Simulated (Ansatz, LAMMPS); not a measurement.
**Glassy 50SiO2-43CaO-7P2O5 (mol %) (85 atoms) under strain**

How stiff is glassy 50SiO2-43CaO-7P2O5 (mol %) (85 atoms), and how do its levels respond to strain?

Calculated with Ansatz 0.2.0; Kohn-Sham DFT, RPBE, PAW (set soft_2), plane waves.

### Step 1. The starting structure

The cell holds 85 atoms: 15 Si, 13 Ca, 4 P and 53 O. Cell: a = 10.562 Å, b = 10.562 Å, c = 10.562 Å, α = 90.0°, β = 90.0°, γ = 90.0°. 85 atoms (15 Si, 13 Ca, 4 P, 53 O) placed at random at 2.63 g/cm³, melted at 4000 K for 10 ps at fixed volume with the Morse and Coulomb pair potential with partial charges (Pedone, Malavasi, Menziani, Cormack and Segre, J. Phys. Chem. B 110, 11780 (2006)). Quenched from 4000 K to 300 K at 30 K/ps and fixed volume, held 10 ps at zero pressure.

Limits known from the start: The quench rate of 30 K/ps far exceeds what a furnace or splat quench reaches, so expect more defects and frozen-in strain than in a real sample. The network of bonds at the start is that of the classical potential that made the cell, and needn't be the one that DFT or experiment would give. Sampling is at Γ alone.

### Step 2. Single point at the start

The forces at the start show how far the geometry lies from a minimum of this functional.

Input file input.yaml:

```yaml
crystal:
  lattice:
    - [10.56184, 0.0, 0.0]
    - [0.0, 10.56184, 0.0]
    - [0.0, 0.0, 10.56184]
  atoms:
    - { symbol: Si, position: [0.67426, 0.43738, 0.53281] }
    - { symbol: Si, position: [0.40127, 0.75265, 0.82686] }
    - { symbol: Si, position: [0.34022, 0.00668, 0.94831] }
    - { symbol: Si, position: [0.47916, 0.41675, 0.17654] }
    - { symbol: Si, position: [0.12863, 0.19484, 0.04624] }
    - { symbol: Si, position: [0.55113, 0.21704, 0.97121] }
    - { symbol: Si, position: [0.06189, 0.46611, 0.0591] }
    - { symbol: Si, position: [0.19443, 0.3969, 0.61706] }
    - { symbol: Si, position: [0.9119, 0.12502, 0.54807] }
    - { symbol: Si, position: [0.24871, 0.61029, 0.2331] }
    - { symbol: Si, position: [0.07143, 0.72508, 0.44233] }
    - { symbol: Si, position: [0.42284, 0.60482, 0.55061] }
    - { symbol: Si, position: [0.65739, 0.41596, 0.82208] }
    - { symbol: Si, position: [0.69244, 0.80829, 0.87019] }
    - { symbol: Si, position: [0.12901, 0.92569, 0.63098] }
    - { symbol: Ca, position: [0.33167, 0.43199, 0.87932] }
    - { symbol: Ca, position: [0.93961, 0.35408, 0.81344] }
    - { symbol: Ca, position: [0.11208, 0.74398, 0.92083] }
    - { symbol: Ca, position: [0.20008, 0.14059, 0.38963] }
    - { symbol: Ca, position: [0.7909, 0.57956, 0.07579] }
    - { symbol: Ca, position: [0.65627, 0.6813, 0.33544] }
    - { symbol: Ca, position: [0.91604, 0.60758, 0.72138] }
    - { symbol: Ca, position: [0.85909, 0.20802, 0.20372] }
    - { symbol: Ca, position: [0.9819, 0.43742, 0.38669] }
    - { symbol: Ca, position: [0.9013, 0.02625, 0.87415] }
    - { symbol: Ca, position: [0.67105, 0.98204, 0.16985] }
    - { symbol: Ca, position: [0.41639, 0.14109, 0.69429] }
    - { symbol: Ca, position: [0.40796, 0.88875, 0.51372] }
    - { symbol: P, position: [0.70014, 0.92116, 0.58992] }
    - { symbol: P, position: [0.38186, 0.87456, 0.21769] }
    - { symbol: P, position: [0.53257, 0.22544, 0.39613] }
    - { symbol: P, position: [0.93502, 0.85637, 0.20771] }
    - { symbol: O, position: [0.7294, 0.43954, 0.67848] }
    - { symbol: O, position: [0.90005, 0.16859, 0.69671] }
    - { symbol: O, position: [0.33634, 0.88525, 0.86335] }
    - { symbol: O, position: [0.66271, 0.17764, 0.05885] }
    - { symbol: O, position: [0.9601, 0.42369, 0.15822] }
    - { symbol: O, position: [0.25827, 0.29995, 0.71404] }
    - { symbol: O, position: [0.01162, 0.84254, 0.09113] }
    - { symbol: O, position: [0.72908, 0.87072, 0.72753] }
    - { symbol: O, position: [0.99046, 0.19503, 0.98271] }
    - { symbol: O, position: [0.75522, 0.42378, 0.92704] }
    - { symbol: O, position: [0.17066, 0.3516, 0.01998] }
    - { symbol: O, position: [0.15144, 0.34062, 0.48149] }
    - { symbol: O, position: [0.41027, 0.18856, 0.46054] }
    - { symbol: O, position: [0.50461, 0.32062, 0.28995] }
    - { symbol: O, position: [0.67314, 0.80781, 0.5067] }
    - { symbol: O, position: [0.96272, 0.65677, 0.51542] }
    - { symbol: O, position: [0.30644, 0.75084, 0.19678] }
    - { symbol: O, position: [0.25491, 0.99968, 0.64748] }
    - { symbol: O, position: [0.42283, 0.72294, 0.66886] }
    - { symbol: O, position: [0.57716, 0.99708, 0.60916] }
    - { symbol: O, position: [0.78508, 0.69297, 0.88433] }
    - { symbol: O, position: [0.05691, 0.86969, 0.74824] }
    - { symbol: O, position: [0.47097, 0.33105, 0.04511] }
    - { symbol: O, position: [0.14561, 0.57614, 0.1265] }
    - { symbol: O, position: [0.15744, 0.61894, 0.36073] }
    - { symbol: O, position: [0.36889, 0.94767, 0.09361] }
    - { symbol: O, position: [0.73178, 0.91872, 0.96374] }
    - { symbol: O, position: [0.80103, 0.01079, 0.53801] }
    - { symbol: O, position: [0.81815, 0.77017, 0.2076] }
    - { symbol: O, position: [0.31386, 0.95068, 0.31986] }
    - { symbol: O, position: [0.61283, 0.30084, 0.49593] }
    - { symbol: O, position: [0.75884, 0.47753, 0.4257] }
    - { symbol: O, position: [0.88644, 0.98889, 0.22587] }
    - { symbol: O, position: [0.55127, 0.52576, 0.53665] }
    - { symbol: O, position: [0.4501, 0.10661, 0.92582] }
    - { symbol: O, position: [0.58727, 0.27595, 0.83484] }
    - { symbol: O, position: [0.54535, 0.77697, 0.86932] }
    - { symbol: O, position: [0.0078, 0.5213, 0.93281] }
    - { symbol: O, position: [0.60237, 0.11372, 0.34317] }
    - { symbol: O, position: [0.5225, 0.85489, 0.24655] }
    - { symbol: O, position: [0.13633, 0.17357, 0.18499] }
    - { symbol: O, position: [0.91046, 0.21942, 0.4328] }
    - { symbol: O, position: [0.07818, 0.46675, 0.68619] }
    - { symbol: O, position: [0.21888, 0.08969, 0.97026] }
    - { symbol: O, position: [0.02049, 0.8194, 0.32132] }
    - { symbol: O, position: [0.3105, 0.65091, 0.87934] }
    - { symbol: O, position: [0.58282, 0.52289, 0.16706] }
    - { symbol: O, position: [0.34683, 0.49362, 0.21411] }
    - { symbol: O, position: [0.03858, 0.02496, 0.55635] }
    - { symbol: O, position: [0.41272, 0.675, 0.42362] }
    - { symbol: O, position: [0.31313, 0.50276, 0.58995] }
    - { symbol: O, position: [0.15962, 0.80406, 0.53389] }
    - { symbol: O, position: [0.53982, 0.51117, 0.81479] }
kpoints:
  mp_grid: { grid: [1, 1, 1] }
hamiltonian:
  xc: rpbe
scf:
  occupations: { method: fixed }
output:
  forces: true
```

Started as:

```bash
$ ansatz run input.yaml --threads 4 --pin off --max-ram 8192MiB --backend cpu --events-out ev --progress --plain --runs-dir out
```

Numbers of over 12 decimals in the logs are rounded to 6 here.

The program printed:

```text
Engine: ansatz 0.2.0, x86_64-unknown-linux-gnu
Pseudopotentials: kind: paw
Pseudopotential: Si, paw, valence charge 4, recommended cutoff 420 eV (normal), Si.paw.azcp
Pseudopotential: Ca, paw, valence charge 10, recommended cutoff 420 eV (normal), Ca.paw.azcp
Pseudopotential: P, paw, valence charge 5, recommended cutoff 420 eV (normal), P.paw.azcp
Pseudopotential: O, paw, valence charge 6, recommended cutoff 420 eV (normal), O.paw.azcp
Functional definition: RPBE
  parameter kappa = 0.804
  parameter beta = 0.066725
  exchange = rpbe_x(kappa = kappa, mu = beta*pi^2/3)
  correlation = pbe_c(beta = beta)
Crystal: 85 atoms, lattice volume = 1178.199 Å³
Basis set: ecut = 420 eV, 22983 PW (Γ), exchange–correlation on 144×144×144 points (8 copies of the dense FFT grid, shifted against one another)
Bands: 349, of which v1, the nominal top of the filled ones, is band 264 counted from 1 (263 counted from 0)
Symmetry: 1 space group operations
Space group: P1 (ITA 1), of the structure as read, at distance tolerance 1.1e-4 Å
k-points: 1
Non-local potential: Si, projectors of the file, l = 0: 2, l = 1: 2, l = 2: 2
Non-local potential: Ca, projectors of the file, l = 0: 3, l = 1: 2, l = 2: 2
Non-local potential: P, projectors of the file, l = 0: 2, l = 1: 2, l = 2: 2
Non-local potential: O, projectors of the file, l = 0: 2, l = 1: 2, l = 2: 1
PAW form: soft (Blöchl's): semilocal exchange-correlation on the pseudo side does not see the compensation charge
PAW frozen core: Si, regenerated for the run's functional, and the local potential with it (the file was generated under x = pbe(κ = 0.804, μ = 0.219515), c = pbe(β = 0.066725))
PAW frozen core: Ca, regenerated for the run's functional, and the local potential with it (the file was generated under x = pbe(κ = 0.804, μ = 0.219515), c = pbe(β = 0.066725))
PAW frozen core: P, regenerated for the run's functional, and the local potential with it (the file was generated under x = pbe(κ = 0.804, μ = 0.219515), c = pbe(β = 0.066725))
PAW frozen core: O, regenerated for the run's functional, and the local potential with it (the file was generated under x = pbe(κ = 0.804, μ = 0.219515), c = pbe(β = 0.066725))
PAW one-centre angular grid: Si, 110 points (default); XC on 64 Gauss nodes
PAW one-centre angular grid: Ca, 110 points (default); XC on 64 Gauss nodes
PAW one-centre angular grid: P, 110 points (default); XC on 64 Gauss nodes
PAW one-centre angular grid: O, 110 points (default); XC on 64 Gauss nodes
Initial density: superposition of atomic densities (neutral atoms: chi_scale 0, normalization atom), corrected by the library's trained network
Initial wavefunctions: pseudopotential atomic-orbital guess
Functional: x = rpbe, c = pbe(β = 0.066725)
SCF iter   1: F=—  HF=-66559.920516 eV  |F-HF|=—  |Δ(HF+E_count)|=         —  Δρ=4.54e-3  dr2=2.55e-1  ethr=1.77e-3  ⟨swp⟩=9.0  Hψ=1231  notcnv=0  defer=83
preconditioner: auto → Resta (q_TF=auto, 2.387 Å⁻¹)  ε∞=3.1  [insulator: Δε(μ)=3.432 eV  Ē_g=16.859 eV  n_scr=256 (ndim 8)  ℏωp=24.2 eV  f_vac=0.107  ε∞_Penn≈3.1]
SCF iter   2: F=—  HF=-66559.875682 eV  |F-HF|=—  |Δ(HF+E_count)|=   4.48e-2  Δρ=2.33e-3  dr2=3.60e-2  ethr=4.83e-5  ⟨swp⟩=4.0  Hψ=596  notcnv=0  defer=83
SCF iter   3: F=—  HF=-66559.880446 eV  |F-HF|=—  |Δ(HF+E_count)|=   4.76e-3  Δρ=1.02e-3  dr2=1.26e-2  ethr=6.81e-6  ⟨swp⟩=3.0  Hψ=434  notcnv=0  defer=78
automatic band count: iteration 3 solves 344 bands in place of 349: the levels show a gap, and the empty bands left out lie too high to hold charge; the band table lists the bands solved (type scf.n_extra_bands for more)
SCF iter   4: F=—  HF=-66559.883108 eV  |F-HF|=—  |Δ(HF+E_count)|=   2.66e-3  Δρ=3.76e-4  dr2=1.35e-3  ethr=2.39e-6  ⟨swp⟩=4.0  Hψ=440  notcnv=0  defer=78
SCF iter   5: F=—  HF=-66559.883192 eV  |F-HF|=—  |Δ(HF+E_count)|=   8.43e-5  Δρ=1.25e-4  dr2=1.51e-4  ethr=2.57e-7  ⟨swp⟩=3.0  Hψ=501  notcnv=0  defer=78
SCF iter   6: F=—  HF=-66559.883459 eV  |F-HF|=—  |Δ(HF+E_count)|=   2.67e-4  Δρ=4.91e-5  dr2=2.57e-5  ethr=2.86e-8  ⟨swp⟩=3.0  Hψ=519  notcnv=0  defer=78
SCF iter   7: F=—  HF=-66559.885491 eV  |F-HF|=—  |Δ(HF+E_count)|=   2.03e-3  Δρ=2.15e-5  dr2=4.24e-6  ethr=4.87e-9  ⟨swp⟩=3.0  Hψ=658  notcnv=0  defer=78
SCF iter   8: F=—  HF=-66559.885495 eV  |F-HF|=—  |Δ(HF+E_count)|=   3.46e-6  Δρ=6.59e-6  dr2=4.01e-7  ethr=8.04e-10  ⟨swp⟩=2.0  Hψ=455  notcnv=0  defer=78
SCF iter   9: F=—  HF=-66559.885496 eV  |F-HF|=—  |Δ(HF+E_count)|=   1.18e-6  Δρ=3.81e-6  dr2=1.32e-7  ethr=1.89e-11  ⟨swp⟩=6.0  Hψ=1227  notcnv=0
SCF iter  10: F=-66559.885496 eV  HF=-66559.885496 eV  |F-HF|=1.29e-8  |Δ(HF+E_count)|=   3.40e-8  Δρ=1.02e-6  dr2=1.08e-8  ethr=1.89e-11  ⟨swp⟩=5.0  Hψ=1063  notcnv=0
SCF 1 converged in 10 iterations: F = -66559.885496 eV  dr2 = 1.08e-8
  greatest PAW one-centre occupation: 0.995 electrons in one spin orbital (limit 2), on the Ca atom at site 25 (counted from 0), in its partial waves of l = 0
SCF converged after 10 iterations
Free energy (F): -66559.885496 eV
Harris-Foulkes:  -66559.885496 eV  (|F-HF|=1.29e-8)
Internal energy: -66559.885496 eV  (E = F + TS)
E sigma→0 (E₀):  -66559.885496 eV
Fermi energy:    5.530082 eV
--- Per-component energies (eV) ---
  E_band       = -3118.829552
  E_kinetic    = 14091.848203
  E_local      = -34382.630995  (includes V_loc(G=0)·N_el)
  E_nonlocal   = 3788.745974
  E_hartree    = 12223.091690
  E_xc         = -6869.171292
  E_vxc        = -8260.752666  (∫ρ·V_xc dr)
  E_paw        = -29721.646288  (= ΣΔE_a)
  E_vpaw       = -2802.357614  (= ΣTr[D̂ρ^β])
  E_aug_tail   = 0.132965  (compensation charges beyond the density's cutoff)
  E_ewald      = -25687.999897
  E_core_change = -2.255856  (= ΣΔE_core)
  E_smearing   = -0.000000  (= −TS)
  E_closure    = 0.000000  (closes the sum)
  Σ components = -66559.885496   (vs F -66559.885496, Δ=0.00e0)
--- Forces (eV/Å), atoms counted from 1 ---
  atom   1  Si    -2.78309301    -0.34105836     2.09336688
  atom   2  Si     3.06699301    -2.22474208    -3.42637339
  atom   3  Si    -0.10487092    -0.38692319     3.80978786
  atom   4  Si    -0.26894144     1.98455264    -0.27719315
  atom   5  Si     0.17593096     1.66007253    -4.03386271
  atom   6  Si     0.40642603     1.00529135     0.88981781
  atom   7  Si     2.92140933    -1.42435582     0.40185005
  atom   8  Si     1.38014788     0.95884755    -1.54463747
  atom   9  Si     0.73035443    -1.68985085     2.82319738
  atom  10  Si     0.75123316    -0.20105870     1.50745408
  atom  11  Si    -0.23934669    -0.26982474    -2.26620508
  atom  12  Si    -1.41132385    -1.23843561     3.56399384
  atom  13  Si    -4.69870943     2.74975747    -2.57966773
  atom  14  Si     0.23269368     0.71933997    -0.86483685
[...]
atom  84  O      1.46536470     1.21505554     0.48116310
  atom  85  O     -0.63491273    -0.58936446     0.63560251
  max |Σ_I F_I| component: 8.14e-5 eV/Å
```

It took 6.8 s on 4 threads of Intel Xeon Platinum 8488C (Sapphire Rapids), shared host; peak memory 1.4 GiB; 25 s of CPU time.

The r.m.s. force at the start is 1.4 eV/Å.

(Part 1 of 5 ends here.)

[Logs are printed without paths, hosts, clocks, repeated set-up lines and the standing remarks that a program may print on its own settings, such as how far it seeks lower states.]

[Hosts, paths, dates, database ids (printed as entryN), source tags and the programs' standing remarks are cut or masked in the printed files.]
